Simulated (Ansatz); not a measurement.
**As in place of Si at several sites of a frame of glassy nearly rigid 60TiO2-40SiO2 (mol %) from 1500 K (141 atoms)**

Aim: make As in place of Si at several sites of a frame of glassy nearly rigid 60TiO2-40SiO2 (mol %) from 1500 K (141 atoms), relax each, and compare their energies.

Calculated with Ansatz 0.2.0; Kohn-Sham DFT, RPBE, PAW (set soft_1), plane waves.

## (1) The starting structure

The cell holds 141 atoms: 28 Ti, 19 Si and 94 O. Cell: a = 12.901 Å, b = 12.901 Å, c = 12.901 Å, α = 90.0°, β = 90.0°, γ = 90.0°. 141 atoms (28 Ti, 19 Si, 94 O) placed at random at 2.96 g/cm³, melted at 4000 K for 10 ps at fixed volume with the Morse and Coulomb pair potential with partial charges (Pedone, Malavasi, Menziani, Cormack and Segre, J. Phys. Chem. B 110, 11780 (2006)). Snapshot at the end of a hold of 10 ps at 1500 K and zero pressure.

What the set-up can't give: The network of bonds at the start is that of the classical potential that made the cell, and needn't be the one that DFT or experiment would give. The Brillouin zone is sampled at Γ only, in a cell whose shortest periodic width is 13 Å.

## (2) Single point at the start

The forces at the start show how far the geometry lies from a minimum of this functional.

Input file input.yaml:

```yaml
crystal:
  lattice:
    - [12.90086, 0.0, 0.0]
    - [0.0, 12.90086, 0.0]
    - [0.0, 0.0, 12.90086]
  atoms:
    - { symbol: Ti, position: [0.50137, 0.91934, 0.83233] }
    - { symbol: Ti, position: [0.81094, 0.68322, 0.68406] }
    - { symbol: Ti, position: [0.51243, 0.11742, 0.10007] }
    - { symbol: Ti, position: [0.32727, 0.85922, 0.31743] }
    - { symbol: Ti, position: [0.68524, 0.29624, 0.90678] }
    - { symbol: Ti, position: [0.93638, 0.82848, 0.30964] }
    - { symbol: Ti, position: [0.48001, 0.83685, 0.0904] }
    - { symbol: Ti, position: [0.09882, 0.9409, 0.0169] }
    - { symbol: Ti, position: [0.11362, 0.32142, 0.99677] }
    - { symbol: Ti, position: [0.82469, 0.27782, 0.5773] }
    - { symbol: Ti, position: [0.98449, 0.05946, 0.4034] }
    - { symbol: Ti, position: [0.90401, 0.45747, 0.22417] }
    - { symbol: Ti, position: [0.78408, 0.6518, 0.36798] }
    - { symbol: Ti, position: [0.61055, 0.8412, 0.32131] }
    - { symbol: Ti, position: [0.62414, 0.48717, 0.52729] }
    - { symbol: Ti, position: [0.10352, 0.48138, 0.57223] }
    - { symbol: Ti, position: [0.62602, 0.86207, 0.5958] }
    - { symbol: Ti, position: [0.25052, 0.71775, 0.10363] }
    - { symbol: Ti, position: [0.27029, 0.94845, 0.8243] }
    - { symbol: Ti, position: [0.59314, 0.44676, 0.11238] }
    - { symbol: Ti, position: [0.45224, 0.19072, 0.76382] }
    - { symbol: Ti, position: [0.23691, 0.29625, 0.35559] }
    - { symbol: Ti, position: [0.35122, 0.32737, 0.10244] }
    - { symbol: Ti, position: [0.93392, 0.86516, 0.82067] }
    - { symbol: Ti, position: [0.73446, 0.63293, 0.9897] }
    - { symbol: Ti, position: [0.07438, 0.24836, 0.7372] }
    - { symbol: Ti, position: [0.22772, 0.68879, 0.50231] }
    - { symbol: Ti, position: [0.54505, 0.57621, 0.77338] }
    - { symbol: Si, position: [0.10717, 0.60938, 0.28504] }
    - { symbol: Si, position: [0.71408, 0.04312, 0.94917] }
    - { symbol: Si, position: [0.99557, 0.32238, 0.41081] }
    - { symbol: Si, position: [0.97133, 0.50845, 0.94237] }
    [... 103 atom lines left out ...]
    - { symbol: O, position: [0.40834, 0.03831, 0.80008] }
    - { symbol: O, position: [0.15928, 0.16244, 0.67084] }
    - { symbol: O, position: [0.8578, 0.97356, 0.76149] }
    - { symbol: O, position: [0.59932, 0.54518, 0.6488] }
    - { symbol: O, position: [0.20418, 0.9971, 0.92958] }
    - { symbol: O, position: [0.45778, 0.9886, 0.09918] }
kpoints:
  mp_grid: { grid: [1, 1, 1] }
hamiltonian:
  xc: rpbe
  pseudopotentials: { kind: paw, azcp: { folder: soft_1 } }
scf:
  occupations: { method: fermi_dirac, width: 0.129 }
output:
  forces: true
```

Launch:

```sh
ansatz run input.yaml --threads 4 --pin off --max-ram 15872MiB --backend cpu --events-out ev --progress --plain --runs-dir out
```

Numbers of over 12 decimals in the logs are rounded to 6 here.

The log of the run:

```text
band count auto-derived: 636 (N_el = 976.0; filled up to band 488; 629 by the electrons, moments and atoms)
[...]
Pseudopotentials: kind: paw
Pseudopotential: Ti, paw, valence charge 12, recommended cutoff 420 eV (normal), soft_1/Ti.paw.azcp
Pseudopotential: Si, paw, valence charge 4, recommended cutoff 420 eV (normal), soft_1/Si.paw.azcp
Pseudopotential: O, paw, valence charge 6, recommended cutoff 420 eV (normal), soft_1/O.paw.azcp
[... 5 lines on functional and potentials left out ...]
Crystal: 141 atoms, lattice volume = 2147.118 Å³
Basis set: ecut = 420 eV, 41923 PW (Γ), exchange–correlation on 180×180×180 points (8 copies of the dense FFT grid, shifted against one another)
Bands: 636, of which v1, the nominal top of the filled ones, is band 488 counted from 1 (487 counted from 0)
Symmetry: 1 space group operations
Space group: P1 (ITA 1), of the structure as read, at distance tolerance 1.3e-4 Å
k-points: 1
[... 10 lines on functional and potentials left out ...]
Initial density: superposition of atomic densities (chi_scale 0.1, normalization cell, long waves kept (reshape's long-wave potential 0.81 eV rms))
Initial wavefunctions: pseudopotential atomic-orbital guess
[...]
SCF iter   1: F=—  HF=-135970.093711 eV  |F-HF|=—  |Δ(HF+E_count)|=         —  Δρ=1.02e-1  dr2=5.30e2  ethr=3.10e-3  ⟨swp⟩=6.0  Hψ=2415  notcnv=0  defer=11
preconditioner: auto → LDOS  [metal: Δε(μ)=0.166 eV  Ē_g=10.181 eV  σ=0.129 eV  W_gap=0.29  n_scr=484 (ndim 8)  ℏωp=22.0 eV  f_vac=0.095  D(μ)=26.17/eV (n_scr^D=122)  β→1.0]
[...]
SCF iter  18: F=—  HF=-135896.334855 eV  |F-HF|=—  |Δ(HF+E_count)|=   9.76e-7  Δρ=3.36e-6  dr2=2.17e-7  ethr=7.52e-11  ⟨swp⟩=2.0  Hψ=1068  notcnv=0  defer=50
SCF iter  19: F=-135896.334855 eV  HF=-135896.334855 eV  |F-HF|=3.43e-9  |Δ(HF+E_count)|=   1.47e-7  Δρ=1.67e-6  dr2=5.54e-8  ethr=1.02e-11  ⟨swp⟩=15.0  Hψ=3490  notcnv=0
SCF 1 converged in 19 iterations: F = -135896.334855 eV  dr2 = 5.54e-8
[...]
SCF converged after 19 iterations
Free energy (F): -135896.334855 eV
Harris-Foulkes:  -135896.334855 eV  (|F-HF|=3.43e-9)
Internal energy: -135896.260795 eV  (E = F + TS)
E sigma→0 (E₀):  -135896.297825 eV
Entropy (-TS):   -0.074060 eV (-0.525 meV/atom)
Fermi energy:    4.386330 eV
--- Per-component energies (eV) ---
[...]
Σ components = -135896.334855   (vs F -135896.334855, Δ=0.00e0)
--- Forces (eV/Å), atoms counted from 1 ---
  atom   1  Ti     1.44626274     3.19042865     0.80132949
  atom   2  Ti    -0.75425650     4.25592875     0.05267714
  atom   3  Ti     0.34191984    -3.84307525     2.75363670
  atom   4  Ti     1.05051228    -4.95870254    -3.16556946
[...]
atom 141  O     -0.90398683    -1.16442864     0.79008280
  max |Σ_I F_I| component: 6.54e-5 eV/Å
```

Wall time 2.3 min (4 threads of Arm Neoverse V1, shared host); peak memory 3.5 GiB.

Reading the cycles: dr2 is the Hartree energy of the density residual (eV), the measure of convergence; HF is the Harris–Foulkes estimate of the energy, which meets the free energy F at convergence.

The r.m.s. force at the start is 2.2 eV/Å.

## (3) Relaxation

The atoms are relaxed in the fixed cell, aiming at the force tolerance of the input.

Input file input.yaml:

```yaml
crystal:
  lattice:
    - [12.90086, 0.0, 0.0]
    - [0.0, 12.90086, 0.0]
    - [0.0, 0.0, 12.90086]
  atoms:
    [... the 141 atom lines of step 2 ...]
kpoints:
  mp_grid: { grid: [1, 1, 1] }
hamiltonian:
  xc: rpbe
  pseudopotentials: { kind: paw, azcp: { folder: soft_1 } }
scf:
  occupations: { method: fermi_dirac, width: 0.129 }
output:
  forces: true
relax:
  f_tol: 0.05
  max_steps: 120
```

The log of the run:

```text
[...]
Crystal: 141 atoms, lattice volume = 2147.118 Å³
Basis set: ecut = 420 eV, 41923 PW (Γ), exchange–correlation on 180×180×180 points (8 copies of the dense FFT grid, shifted against one another)
Bands: 636, of which v1, the nominal top of the filled ones, is band 488 counted from 1 (487 counted from 0)
Symmetry: 1 space group operations
[...]
k-points: 1
[...]
SCF iter   1: F=—  HF=-135970.093710 eV  |F-HF|=—  |Δ(HF+E_count)|=         —  Δρ=1.02e-1  dr2=5.30e2  ethr=3.10e-3  ⟨swp⟩=6.0  Hψ=2415  notcnv=0  defer=11
[...]
SCF iter  15: F=-135896.334848 eV  HF=-135896.334843 eV  |F-HF|=5.11e-6  |Δ(HF+E_count)|=   4.36e-5  Δρ=2.58e-5  dr2=1.04e-5  ethr=4.03e-9  ⟨swp⟩=4.0  Hψ=1617  notcnv=0
SCF 1 converged in 15 iterations: F = -135896.334848 eV  dr2 = 1.04e-5
[...]
relax step   1: F+E_penalty+E_count = -135896.33484836 eV  Δ(F+E_penalty+E_count) = +0.000e0 eV  max|allowed force component| = 8.032e0 eV/Å  Δτ_max = 0.0000 Å  (15 SCF iters, dr2 threshold 6.25e-5 eV, accepted)
[...]
relax step   2: F+E_penalty+E_count = -135913.92570103 eV  Δ(F+E_penalty+E_count) = -1.759e1 eV  max|allowed force component| = 4.217e0 eV/Å  Δτ_max = 0.1947 Å  (9 SCF iters, dr2 threshold 1.00e-4 eV, accepted)
[...]
relax step   3: F+E_penalty+E_count = -135923.34071454 eV  Δ(F+E_penalty+E_count) = -9.415e0 eV  max|allowed force component| = 1.472e0 eV/Å  Δτ_max = 0.1948 Å  (9 SCF iters, dr2 threshold 1.00e-4 eV, accepted)
relax step   4: F+E_penalty+E_count = -135925.94222761 eV  Δ(F+E_penalty+E_count) = -2.602e0 eV  max|allowed force component| = 9.768e-1 eV/Å  Δτ_max = 0.2000 Å  (8 SCF iters, dr2 threshold 1.00e-4 eV, accepted)
relax step   5: F+E_penalty+E_count = -135927.51756048 eV  Δ(F+E_penalty+E_count) = -1.575e0 eV  max|allowed force component| = 5.034e-1 eV/Å  Δτ_max = 0.1918 Å  (8 SCF iters, dr2 threshold 1.00e-4 eV, accepted)
relax step   6: F+E_penalty+E_count = -135928.17614989 eV  Δ(F+E_penalty+E_count) = -6.586e-1 eV  max|allowed force component| = 4.807e-1 eV/Å  Δτ_max = 0.2000 Å  (9 SCF iters, dr2 threshold 6.73e-5 eV, accepted)
relax step   7: F+E_penalty+E_count = -135928.55473348 eV  Δ(F+E_penalty+E_count) = -3.786e-1 eV  max|allowed force component| = 4.014e-1 eV/Å  Δτ_max = 0.2000 Å  (8 SCF iters, dr2 threshold 6.14e-5 eV, accepted)
relax step   8: F+E_penalty+E_count = -135928.82763787 eV  Δ(F+E_penalty+E_count) = -2.729e-1 eV  max|allowed force component| = 3.090e-1 eV/Å  Δτ_max = 0.2000 Å  (8 SCF iters, dr2 threshold 1.00e-4 eV, accepted)
relax step   9: F+E_penalty+E_count = -135928.97665242 eV  Δ(F+E_penalty+E_count) = -1.490e-1 eV  max|allowed force component| = 3.398e-1 eV/Å  Δτ_max = 0.2000 Å  (9 SCF iters, dr2 threshold 5.66e-5 eV, accepted)
relax step  10: F+E_penalty+E_count = -135928.98220120 eV  Δ(F+E_penalty+E_count) = -5.549e-3 eV  max|allowed force component| = 6.979e-1 eV/Å  Δτ_max = 0.0734 Å  (7 SCF iters, dr2 threshold 6.84e-5 eV, accepted)
relax step  11: F+E_penalty+E_count = -135929.01147048 eV  Δ(F+E_penalty+E_count) = -2.927e-2 eV  max|allowed force component| = 1.285e-1 eV/Å  Δτ_max = 0.0722 Å  (7 SCF iters, dr2 threshold 1.00e-4 eV, accepted)
relax step  12: F+E_penalty+E_count = -135929.01519288 eV  Δ(F+E_penalty+E_count) = -3.722e-3 eV  max|allowed force component| = 9.642e-2 eV/Å  Δτ_max = 0.0347 Å  (11 SCF iters, accepted)
relax step  13: F+E_penalty+E_count = -135929.01488783 eV  Δ(F+E_penalty+E_count) = +3.050e-4 eV  max|allowed force component| = 9.055e-2 eV/Å  Δτ_max = 0.0381 Å  (11 SCF iters, rejected (line search))
[...]
relax step  14: F+E_penalty+E_count = -135929.01822520 eV  Δ(F+E_penalty+E_count) = -3.032e-3 eV  max|allowed force component| = 3.075e-2 eV/Å  Δτ_max = 0.0191 Å  (10 SCF iters, accepted)
NSCF: frozen V_eff on 1 k-points
the band table was solved once a step of the walk had ended and its energy, with any forces and stress, was formed, with the checks that follow a solve (1946 applications of the Hamiltonian). They found nothing against the state; the energy, forces and stress were not computed again (output.eigenvalues in the input reference)
SCF converged after 10 iterations
Free energy (F): -135929.018225 eV
[...]
Internal energy: -135929.017615 eV  (E = F + TS)
E sigma→0 (E₀):  -135929.017920 eV
Entropy (-TS):   -0.000610 eV (-0.004 meV/atom)
Fermi energy:    4.392850 eV
[...]
--- Forces (eV/Å), atoms counted from 1 ---
  atom   1  Ti     0.01795751    -0.00880926    -0.02507185
  atom   2  Ti     0.00581275    -0.00893829    -0.01228709
  atom   3  Ti    -0.00331866     0.00218008     0.00253708
  atom   4  Ti     0.01346495    -0.00848423     0.00167731
  atom   5  Ti     0.00176948     0.00946444    -0.01915911
  atom   6  Ti    -0.00091818    -0.00501317     0.01401943
  atom   7  Ti     0.00700816    -0.01453464     0.01444145
  atom   8  Ti    -0.00456559     0.00176043    -0.00050904
  atom   9  Ti    -0.01055079    -0.00710789    -0.00794619
  atom  10  Ti    -0.01693082    -0.00028201    -0.00037281
  atom  11  Ti    -0.00533405     0.00484217    -0.00134688
  atom  12  Ti    -0.00938284     0.00999121     0.00475541
  atom  13  Ti    -0.00652927    -0.00698966     0.01439994
  atom  14  Ti    -0.00414374    -0.00722048     0.01245045
[...]
atom 140  O     -0.00077663    -0.00009880     0.00067230
  atom 141  O      0.00212121     0.01661750    -0.00358373
  max |Σ_I F_I| component: 1.13e-4 eV/Å
--- Band table (eV) ---
[...]
--- Relaxed structure (14 steps of the walk, 13 accepted, 0 SCFs on fresh bases) ---
  F+E_penalty+E_count = -135929.01822520 eV   max|allowed force component| = 3.075e-2 eV/Å
  atoms:
    - { symbol: Ti, position: [0.511203, 0.930327, 0.811448] }
    - { symbol: Ti, position: [0.812876, 0.686652, 0.693569] }
    - { symbol: Ti, position: [0.494748, 0.130084, 0.091161] }
    - { symbol: Ti, position: [0.327334, 0.862045, 0.315865] }
[...]
- { symbol: O, position: [0.432635, 1.005832, 0.089082] }
```

Elapsed: 13 min, on 4 threads; peak memory 3.8 GiB; 51 min of CPU time.

The relaxation converged after 14 steps, 32.7 eV below its start, with a largest force component of 0.031 eV/Å.

(Part 1 of 3 ends here.)

[Logs are printed without paths, hosts, clocks, repeated set-up lines and the standing remarks that a program may print on its own settings, such as how far it seeks lower states.]

[Hosts, paths, dates, database ids (printed as entryN), source tags and the programs' standing remarks are cut or masked in the printed files.]
